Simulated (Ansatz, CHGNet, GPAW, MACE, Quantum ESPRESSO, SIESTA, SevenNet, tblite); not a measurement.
**Ru(0001) slab (54 atoms), the built cell with every atom moved at random**

The starting structure: Hcp Ru (a = 2.706 Å, c = 4.282 Å), (0001) slab of 3 repeat layers, 3 x 3 surface cells, 12 Å of vacuum; not relaxed, displaced by a Gaussian of 0.02 Å. Then every atom was moved at random, 0.02 Å r.m.s. a Cartesian component.

This is the built cell with every atom moved at random. Method: Kohn-Sham DFT, PBE, SSSP efficiency 1.3.0 pseudopotentials, plane waves; sssp-1.3.0-efficiency; 45/360 Ry; levels smeared at 580 K (Quantum ESPRESSO 7.5); Γ point.

Cell vectors (Å):

```
8.118 0.000 0.000
4.059 7.030 0.000
0.000 0.000 22.705
```

Positions (Å):

```
1 Ru 8.047 0.004 6.042
2 Ru 8.117 1.575 8.124
3 Ru 12.160 7.015 10.258
4 Ru 8.182 1.510 12.433
5 Ru 8.116 0.036 14.569
6 Ru 8.164 1.525 16.746
7 Ru 2.731 0.005 5.979
8 Ru 2.717 1.630 8.153
9 Ru 2.728 0.013 10.317
10 Ru 2.731 1.562 12.476
11 Ru 2.724 0.006 14.503
12 Ru 2.704 1.555 16.709
13 Ru 9.457 2.321 5.991
14 Ru 9.507 3.930 8.131
15 Ru 1.369 2.337 10.279
16 Ru 9.465 3.938 12.480
17 Ru 9.452 2.364 14.605
18 Ru 9.493 3.945 16.647
19 Ru 9.470 7.008 6.007
20 Ru 5.357 1.558 8.147
21 Ru 5.386 0.019 10.324
22 Ru 5.398 1.594 12.415
23 Ru 5.392 0.022 14.578
24 Ru 5.440 1.580 16.709
25 Ru 4.032 2.358 5.972
26 Ru 4.079 3.893 8.164
27 Ru 4.051 2.324 10.313
28 Ru 4.063 3.934 12.450
29 Ru 4.046 2.350 14.596
30 Ru 4.036 3.903 16.737
31 Ru 2.705 4.664 6.022
32 Ru 10.859 6.215 8.099
33 Ru 10.823 4.715 10.305
34 Ru 10.848 6.262 12.467
35 Ru 10.813 4.686 14.565
36 Ru 10.838 6.233 16.667
37 Ru 6.755 2.352 5.992
38 Ru 6.716 3.900 8.110
39 Ru 6.749 2.391 10.326
40 Ru 6.711 3.920 12.441
41 Ru 6.789 2.375 14.595
42 Ru 6.765 3.926 16.687
43 Ru 5.375 4.695 6.009
44 Ru 5.398 6.265 8.123
45 Ru 5.388 4.727 10.353
46 Ru 5.397 6.270 12.436
47 Ru 5.418 4.724 14.580
48 Ru 5.448 6.227 16.690
49 Ru 8.124 4.741 5.956
50 Ru 8.153 6.215 8.094
51 Ru 8.111 4.712 10.274
52 Ru 8.085 6.305 12.375
53 Ru 8.103 4.705 14.588
54 Ru 8.137 6.245 16.695
```

Predict the forces.

Columns: atom, fx, fy, fz (forces in eV/Å).

```
1 0.167 0.624 1.173
2 0.123 -0.218 -1.016
3 -0.091 -0.191 -0.072
4 -0.132 0.313 -0.561
5 0.100 -0.109 1.124
6 -0.107 -0.237 -1.367
7 0.343 0.050 1.329
8 -0.142 -0.250 -0.634
9 0.078 0.392 -0.491
10 -0.415 0.171 -0.314
11 0.310 -0.195 1.133
12 -0.103 0.107 -1.034
13 -0.240 -0.191 1.343
14 -0.711 -0.240 -0.550
15 -0.218 0.416 0.163
16 -0.261 0.118 -0.530
17 0.009 -0.245 0.883
18 0.027 -0.001 -0.884
19 -0.078 -0.388 1.111
20 -0.071 0.340 -0.470
21 0.281 -0.178 -0.008
22 0.034 0.432 -0.079
23 -0.143 0.206 0.986
24 0.091 0.159 -1.397
25 -0.119 0.143 0.822
26 0.544 -0.512 -0.628
27 -0.174 -0.134 0.044
28 0.177 -0.433 -0.242
29 0.199 -0.033 1.056
30 0.034 -0.127 -1.384
31 0.250 -0.070 0.835
32 -0.453 0.415 -0.738
33 0.130 0.150 0.213
34 -0.198 -0.177 -0.276
35 0.379 0.003 1.038
36 0.004 0.300 -1.053
37 0.192 0.142 1.214
38 0.065 0.551 -0.762
39 0.591 -0.048 0.061
40 0.231 0.019 -0.398
41 0.390 -0.556 1.011
42 -0.261 0.101 -1.121
43 0.371 -0.276 1.118
44 -0.040 0.204 -0.912
45 0.056 0.094 -0.257
46 -0.337 0.420 -0.207
47 -0.256 -0.276 1.078
48 -0.132 0.236 -0.731
49 -0.444 0.077 1.317
50 -0.025 -0.101 -0.911
51 -0.291 -0.695 0.181
52 0.669 -0.763 0.058
53 -0.393 0.397 0.817
54 -0.009 0.063 -1.080
```

Only the Γ point is sampled, in a cell whose shortest periodic width is 7 Å, which is coarse for a cell with partly filled levels.

The r.m.s. force component is 0.548 eV/Å; the longest force, 1.41 eV/Å, acts on Ru24.

[Logs are printed without paths, hosts, clocks, repeated set-up lines and the standing remarks that a program may print on its own settings, such as how far it seeks lower states.]

[Hosts, paths, dates, database ids (printed as entryN), source tags and the programs' standing remarks are cut or masked in the printed files.]
